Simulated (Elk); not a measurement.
# Magnetic state of AlFe3C from several starts

Wanted: the moments of AlFe3C and the energy of each order that was tried.

Calculated with Elk 11.2.3 (patched build); LDA (Perdew-Wang); all-electron APW+lo, Dirac cores, scalar-relativistic bands.

## (1) Starting point

Symmetry: Pm-3m, No. 221, cubic system. The conventional cell has a = 3.790 Å, b = 3.790 Å, c = 3.790 Å, α = 90.00°, β = 90.00°, γ = 90.00°. Al has 12 Fe at 2.68 Å nearest. Nearest to Fe lie 2 C at 1.89 Å and 4 Al at 2.68 Å and 8 Fe at 2.68 Å. Nearest to C lie 6 Fe at 1.89 Å. Farther neighbours are not listed.

Coordinates:

```cif
data_structure
_symmetry_space_group_name_H-M 'Pm-3m'
_symmetry_Int_Tables_number 221
_cell_length_a 3.7898
_cell_length_b 3.7898
_cell_length_c 3.7898
_cell_angle_alpha 90.000
_cell_angle_beta 90.000
_cell_angle_gamma 90.000
_cell_volume 54.43
loop_
_atom_site_label
_atom_site_type_symbol
_atom_site_symmetry_multiplicity
_atom_site_Wyckoff_symbol
_atom_site_fract_x
_atom_site_fract_y
_atom_site_fract_z
_atom_site_occupancy
Al1 Al 1 a 0.00000 0.00000 0.00000 1
Fe1 Fe 3 c 0.00000 0.50000 0.50000 1
C1 C 1 b 0.50000 0.50000 0.50000 1
```

The cell comes from a database of computed structures and need not be the stable phase.

## (2) Run 1 (ferro +++)

Parallel moments need no larger cell; this start tests for a ferromagnetic state only.

Moments are seeded by fields in the spheres (the last three columns under atoms), set against the wanted direction and reduced each loop.

File elk.in:

```
tasks
  0
  33
  73

xctype
  3

rgkmax
  7.0

nempty
  14

swidth
  0.005

reducebf
  0.5

epsengy
  1e-05

maxscl
  100

lmaxi
  3

spinpol
  .true.

sppath
  './'

avec
  7.16163750426 0.00000000000 0.00000000000
  0.00000000000 7.16163750426 0.00000000000
  0.00000000000 0.00000000000 7.16163750426

atoms
  3
  'Al.in'
  1
  0.0000000000 0.0000000000 0.0000000000   0.000000 0.000000 0.000000
  'Fe.in'
  3
  0.0000000000 0.5000000000 0.5000000000   0.000000 0.000000 -0.140000
  0.5000000000 0.5000000000 0.0000000000   0.000000 0.000000 -0.140000
  0.5000000000 0.0000000000 0.5000000000   0.000000 0.000000 -0.140000
  'C.in'
  1
  0.5000000000 0.5000000000 0.5000000000   0.000000 0.000000 0.000000

ngridk
  6 6 6

plot3d
  0 0 0
  1 0 0
  0 1 0
  0 0 1
  19 19 19
```

On the command line:

```sh
$ OMP_NUM_THREADS=2 elk
```

Numbers of over 12 decimals in the logs are rounded to 6 here.

The program printed:

```text
Warning(linengy): could not find 1 linearisation energies in s.c. loop 1
Warning(linengy): could not find 1 linearisation energies in s.c. loop 2
Warning(linengy): could not find 1 linearisation energies in s.c. loop 3
Warning(linengy): could not find 1 linearisation energies in s.c. loop 4
Warning(linengy): could not find 1 linearisation energies in s.c. loop 5
Warning(linengy): could not find 1 linearisation energies in s.c. loop 6
Warning(linengy): could not find 1 linearisation energies in s.c. loop 7
Warning(linengy): could not find 1 linearisation energies in s.c. loop 8
Warning(linengy): could not find 1 linearisation energies in s.c. loop 9
Warning(linengy): could not find 1 linearisation energies in s.c. loop 10
Warning(linengy): could not find 1 linearisation energies in s.c. loop 11
Warning(linengy): could not find 1 linearisation energies in s.c. loop 12
Warning(linengy): could not find 1 linearisation energies in s.c. loop 13
Warning(linengy): could not find 1 linearisation energies in s.c. loop 14
Warning(linengy): could not find 1 linearisation energies in s.c. loop 15
Warning(linengy): could not find 1 linearisation energies in s.c. loop 16
Warning(linengy): could not find 1 linearisation energies in s.c. loop 17
Warning(linengy): could not find 1 linearisation energies in s.c. loop 18
Warning(linengy): could not find 1 linearisation energies in s.c. loop 19
Warning(linengy): could not find 1 linearisation energies in s.c. loop 20
Warning(linengy): could not find 1 linearisation energies in s.c. loop 21
Warning(linengy): could not find 1 linearisation energies in s.c. loop 22
Warning(linengy): could not find 1 linearisation energies in s.c. loop 23
Warning(gndstate): core states of species 1 leak from the muffin-tin :   0.4949487814E-03

--- INFO.OUT ---
┌─────────────────────────┐
│ Elk code version 11.2.3 │
└─────────────────────────┘

All units are atomic (Hartree, Bohr, etc.)

┌─────────────────────────────────────────────────┐
│ Ground-state run starting from atomic densities │
└─────────────────────────────────────────────────┘

Lattice vectors :
   7.161637504       0.000000000       0.000000000
   0.000000000       7.161637504       0.000000000
   0.000000000       0.000000000       7.161637504

Reciprocal lattice vectors :
  0.8773391984       0.000000000       0.000000000
   0.000000000      0.8773391984       0.000000000
   0.000000000       0.000000000      0.8773391984

Unit cell volume      :    367.3135965
Brillouin zone volume :   0.6753090977

Muffin-tin inner radius fraction :   0.1000000000E-01

Nuclei treated as point charges

Species : 1 (Al)
 parameters loaded from : Al.in
 name : aluminium
 nuclear charge    :   -13.00000000
 electronic charge :    13.00000000
 atomic mass :    49184.33496
 muffin-tin radius :    2.200000000
 number of radial points in muffin-tin :    397
 inner part over the whole radius :   0.9634586160E-02
 number on inner part of muffin-tin    :    276
 approximate nuclear radius :   0.5839653600E-04
 number of mesh points to nuclear radius :    122
 atomic positions (lattice), magnetic fields (Cartesian) :
  1 :   0.00000000  0.00000000  0.00000000    0.00000000  0.00000000  0.00000000

Species : 2 (Fe)
 parameters loaded from : Fe.in
 name : iron
 nuclear charge    :   -26.00000000
 electronic charge :    26.00000000
 atomic mass :    101799.2075
 muffin-tin radius :    2.017610716
 number of radial points in muffin-tin :    497
 inner part over the whole radius :   0.9941143945E-02
 number on inner part of muffin-tin    :    349
 approximate nuclear radius :   0.7160107270E-04
 number of mesh points to nuclear radius :    168
 atomic positions (lattice), magnetic fields (Cartesian) :
  1 :   0.00000000  0.50000000  0.50000000    0.00000000  0.00000000 -0.14000000
  2 :   0.50000000  0.50000000  0.00000000    0.00000000  0.00000000 -0.14000000
  3 :   0.50000000  0.00000000  0.50000000    0.00000000  0.00000000 -0.14000000

Species : 3 (C)
 parameters loaded from : C.in
 name : carbon
 nuclear charge    :   -6.000000000
 electronic charge :    6.000000000
 atomic mass :    21894.16674
 muffin-tin radius :    1.513208037
 number of radial points in muffin-tin :    297
 inner part over the whole radius :   0.9734838905E-02
 number on inner part of muffin-tin    :    202
 approximate nuclear radius :   0.4747601631E-04
 number of mesh points to nuclear radius :     84
 atomic positions (lattice), magnetic fields (Cartesian) :
  1 :   0.50000000  0.50000000  0.50000000    0.00000000  0.00000000  0.00000000

Total number of atoms per unit cell :    5
Total muffin-tin volume :    162.3262022
 ratio of muffin-tin to unit cell volume :   0.4419281064

Spin treatment :
 spin-polarised
 global magnetic field (Cartesian) :    0.000000000       0.000000000       0.000000000
 collinear magnetisation in z-direction

Number of Bravais lattice symmetries :   48
Number of crystal symmetries         :   48
Crystal has inversion symmetry
Real symmetric eigensolver will be used

k-point grid :      6     6     6
k-point offset :    0.000000000       0.000000000       0.000000000
k-point set is reduced with full crystal symmetry group
Total number of k-points :       20

Muffin-tin radius times maximum |G+k| :    7.000000000
 using average radius
Maximum |G+k| for APW functions       :    3.583847634
Maximum (1/2)|G+k|²                   :    6.421981930
Maximum |G| for potential and density :    12.00000000
Constant for pseudocharge density :    7
 order of it for each species :   14  14  14
 order of it for pair densities of each species (exact exchange by exxq0 0: 14) :   12  10   4
Radial integration step length :    1

G-vector grid sizes :     28    28    28
Number of G-vectors :    10827

Maximum angular momentum used for
 APW functions            :    8
 outer part of muffin-tin :    6
 inner part of muffin-tin :    3

Total nuclear charge    :   -97.00000000
Total core charge       :    36.00000000
Total valence charge    :    61.00000000
Total excess charge     :    0.000000000
Total electronic charge :    97.00000000

Effective Wigner radius, rₛ :   0.9669237336

Number of empty states         :     70
Total number of valence states :    202
Total number of core states    :     36

Third-order local-orbitals added for an l without core states : T
Total number of local-orbitals :     87

Exchange-correlation functional :      3     0     0
 Perdew-Wang/Ceperley-Alder, Phys. Rev. B 45, 13244 (1992)
 gradient requirement :    0
 local density approximation (LDA)

Smearing type :    3
 Fermi-Dirac
Smearing width :   0.5000000000E-02
Effective electronic temperature (K) :    1578.875124

Mixing type :    3
[...]
atom 2                    :    2.149244641
   atom 3                    :    2.149244641
  species : 3 (C)
   atom 1                    :  -0.2743077127E-01
 total in muffin-tins        :    6.325490921
 total moment                :    6.267354145

┌─────────────────┐
│ Loop number : 2 │
└─────────────────┘

Energies :
 Fermi                       :     0.267689
 sum of occupied eigenvalues :     -2355.4535997085
 electron kinetic            :      4136.0373938424
 core electron kinetic       :      3649.0676206518
 Coulomb                     :     -8044.8389351743
 Coulomb potential           :     -6244.9622674807
 nuclear-nuclear             :     -704.77184764836
 electron-nuclear            :     -8457.4363335750
 Hartree                     :      1117.3692460491
 Madelung                    :     -4922.3578014339
 xc potential                :     -246.19809034570
 xc effective B-field        :    -0.276531
 external B-field            :      0.000000
 exchange                    :     -175.74309369403
 correlation                 :     -8.071677
 electron entropic           :    -0.92203704415641E-02
 total energy                :     -4092.6255327627
 (external B-field energy excluded from total)

Density of states at Fermi energy :    112.2131185
 (states/Hartree/unit cell)

Estimated indirect band gap :   0.2078840027E-02
 from k-point 3 to k-point 14
Estimated direct band gap   :   0.5057642763E-02
 at k-point 14

Charges :
 core                        :    36.00000000
 valence                     :    61.00000000
 interstitial                :    8.241880762
 muffin-tins (core leakage)
  species : 1 (Al)
   atom 1                    :    11.01037172     (  0.5353829083E-03)
  species : 2 (Fe)
   atom 1                    :    24.15538436     ( -0.3455778911E-05)
   atom 2                    :    24.15538436     ( -0.3455778911E-05)
   atom 3                    :    24.15538436     ( -0.3455778911E-05)
  species : 3 (C)
   atom 1                    :    5.281594434     (  0.4493110070E-04)
 total in muffin-tins        :    88.75811924
 total calculated charge     :    96.99923302
 total charge                :    97.00000000
 error                       :   0.7669808540E-03

Moments :
 interstitial                :  -0.6008440959E-01
 muffin-tins
  species : 1 (Al)
   atom 1                    :  -0.9494785949E-01
  species : 2 (Fe)
   atom 1                    :    2.141614037
   atom 2                    :    2.141614037
   atom 3                    :    2.141614037
  species : 3 (C)
   atom 1                    :  -0.2964809106E-01
 total in muffin-tins        :    6.300246160
 total moment                :    6.240161750

RMS change in Kohn-Sham potential (target) :   0.4518624391     (  0.1000000000E-05)
Absolute change in total energy (target)   :   0.2985623045     (  0.1000000000E-04)

[... loops 3 to 21 left out ...]

┌──────────────────┐
│ Loop number : 22 │
└──────────────────┘

Energies :
 Fermi                       :     0.348077
 sum of occupied eigenvalues :     -2348.5394508052
 electron kinetic            :      4140.7449031835
 core electron kinetic       :      3649.9391583342
 Coulomb                     :     -8048.4369186099
 Coulomb potential           :     -6246.0825360880
 nuclear-nuclear             :     -704.77184764836
 electron-nuclear            :     -8463.5074672203
 Hartree                     :      1119.8423962588
 Madelung                    :     -4925.3956505659
 xc potential                :     -243.16256440764
 xc effective B-field        :    -0.39251668228590E-01
 external B-field            :      0.000000
 exchange                    :     -175.71383612733
 correlation                 :     -8.088165
 electron entropic           :    -0.12598921016442E-01
 total energy                :     -4091.5066157713
 (external B-field energy excluded from total)

Density of states at Fermi energy :    157.3957564
 (states/Hartree/unit cell)

Estimated indirect band gap :   0.1060780076E-03
 from k-point 13 to k-point 5
Estimated direct band gap   :   0.1646691134E-02
 at k-point 5

Charges :
 core                        :    36.00000000
 valence                     :    61.00000000
 interstitial                :    8.427662697
 muffin-tins (core leakage)
  species : 1 (Al)
   atom 1                    :    11.22807104     (  0.4949487017E-03)
  species : 2 (Fe)
   atom 1                    :    24.26703056     ( -0.3455782842E-05)
   atom 2                    :    24.26703056     ( -0.3455782842E-05)
   atom 3                    :    24.26703056     ( -0.3455782842E-05)
  species : 3 (C)
   atom 1                    :    4.543174587     (  0.4478901073E-04)
 total in muffin-tins        :    88.57233730
 total calculated charge     :    96.99931254
 total charge                :    97.00000000
 error                       :   0.6874572795E-03

Moments :
 interstitial                :  -0.1873077089E-01
 muffin-tins
  species : 1 (Al)
   atom 1                    :  -0.4476035064E-01
  species : 2 (Fe)
   atom 1                    :   0.7861916661
   atom 2                    :   0.7861916661
   atom 3                    :   0.7861916661
  species : 3 (C)
   atom 1                    :  -0.5805427131E-01
 total in muffin-tins        :    2.255760376
 total moment                :    2.237029605

RMS change in Kohn-Sham potential (target) :   0.1277736211E-06 (  0.1000000000E-05)
Absolute change in total energy (target)   :   0.2682224022E-05 (  0.1000000000E-04)

Convergence targets achieved

┌──────────────────┐
│ Loop number : 23 │
└──────────────────┘

Energies :
 Fermi                       :     0.348078
 sum of occupied eigenvalues :     -2348.5394365969
 electron kinetic            :      4140.7449160084
 core electron kinetic       :      3649.9391635117
 Coulomb                     :     -8048.4369211172
 Coulomb potential           :     -6246.0825275794
 nuclear-nuclear             :     -704.77184764836
 electron-nuclear            :     -8463.5074806349
 Hartree                     :      1119.8424071660
 Madelung                    :     -4925.3956573275
 xc potential                :     -243.16256773801
 xc effective B-field        :    -0.39256249788288E-01
 external B-field            :      0.000000
 exchange                    :     -175.71383926748
 correlation                 :     -8.088165
 electron entropic           :    -0.12598739366210E-01
 total energy                :     -4091.5066080661
 (external B-field energy excluded from total)

Density of states at Fermi energy :    157.3930291
 (states/Hartree/unit cell)

Estimated indirect band gap :   0.1041508130E-03
 from k-point 13 to k-point 5
Estimated direct band gap   :   0.1644925417E-02
 at k-point 5

Charges :
 core                        :    36.00000000
 valence                     :    61.00000000
 interstitial                :    8.427662252
 muffin-tins (core leakage)
  species : 1 (Al)
   atom 1                    :    11.22807146     (  0.4949487814E-03)
  species : 2 (Fe)
   atom 1                    :    24.26703053     ( -0.3455782101E-05)
   atom 2                    :    24.26703053     ( -0.3455782101E-05)
   atom 3                    :    24.26703053     ( -0.3455782101E-05)
  species : 3 (C)
   atom 1                    :    4.543174692     (  0.4478901404E-04)
 total in muffin-tins        :    88.57233775
 total calculated charge     :    96.99931254
 total charge                :    97.00000000
 error                       :   0.6874565513E-03

Moments :
 interstitial                :  -0.1873558172E-01
 muffin-tins
  species : 1 (Al)
   atom 1                    :  -0.4476367504E-01
  species : 2 (Fe)
   atom 1                    :   0.7862386762
   atom 2                    :   0.7862386762
   atom 3                    :   0.7862386762
  species : 3 (C)
   atom 1                    :  -0.5805875767E-01
 total in muffin-tins        :    2.255893596
 total moment                :    2.237158014

┌──────────────────────────────┐
│ Self-consistent loop stopped │
└──────────────────────────────┘

Warning : core states of species 1 leak from the muffin-tin :   0.4949487814E-03

Wrote STATE.OUT
```

Wall time 3.1 min (2 threads of Arm Neoverse V1, shared host); peak memory 0.17 GiB.

Spin moment in the muffin-tin sphere by atom:

| atom | spin moment in the muffin-tin sphere (μB) |
| --- | --- |
| Al1 | -0.045 |
| Fe2 | 0.786 |
| Fe3 | 0.786 |
| Fe4 | 0.786 |
| C5 | -0.058 |

Numbers from this step:

| Item | Value |
| --- | --- |
| density of states at the Fermi level | 5.784 states/eV/cell |
| moment between the spheres | -0.01874 μB |
| magnetization | 2.237 μB |
| final state | ferromagnetic |

After 23 cycles the largest moment stands at 0.786 μB.

(Continued in part 2 of 3.)

[Logs and program files are shortened in this print: banners, set-up blocks, solver, clock and traceback lines can be left out without a mark of their own.]

[Logs are printed without paths, hosts, clocks, repeated set-up lines and the standing remarks that a program may print on its own settings, such as how far it seeks lower states.]

[Hosts, paths, dates, database ids (printed as entryN), source tags and the programs' standing remarks are cut or masked in the printed files.]

[Where a cell is said to come from a database of computed structures, the database is the Materials Project.]
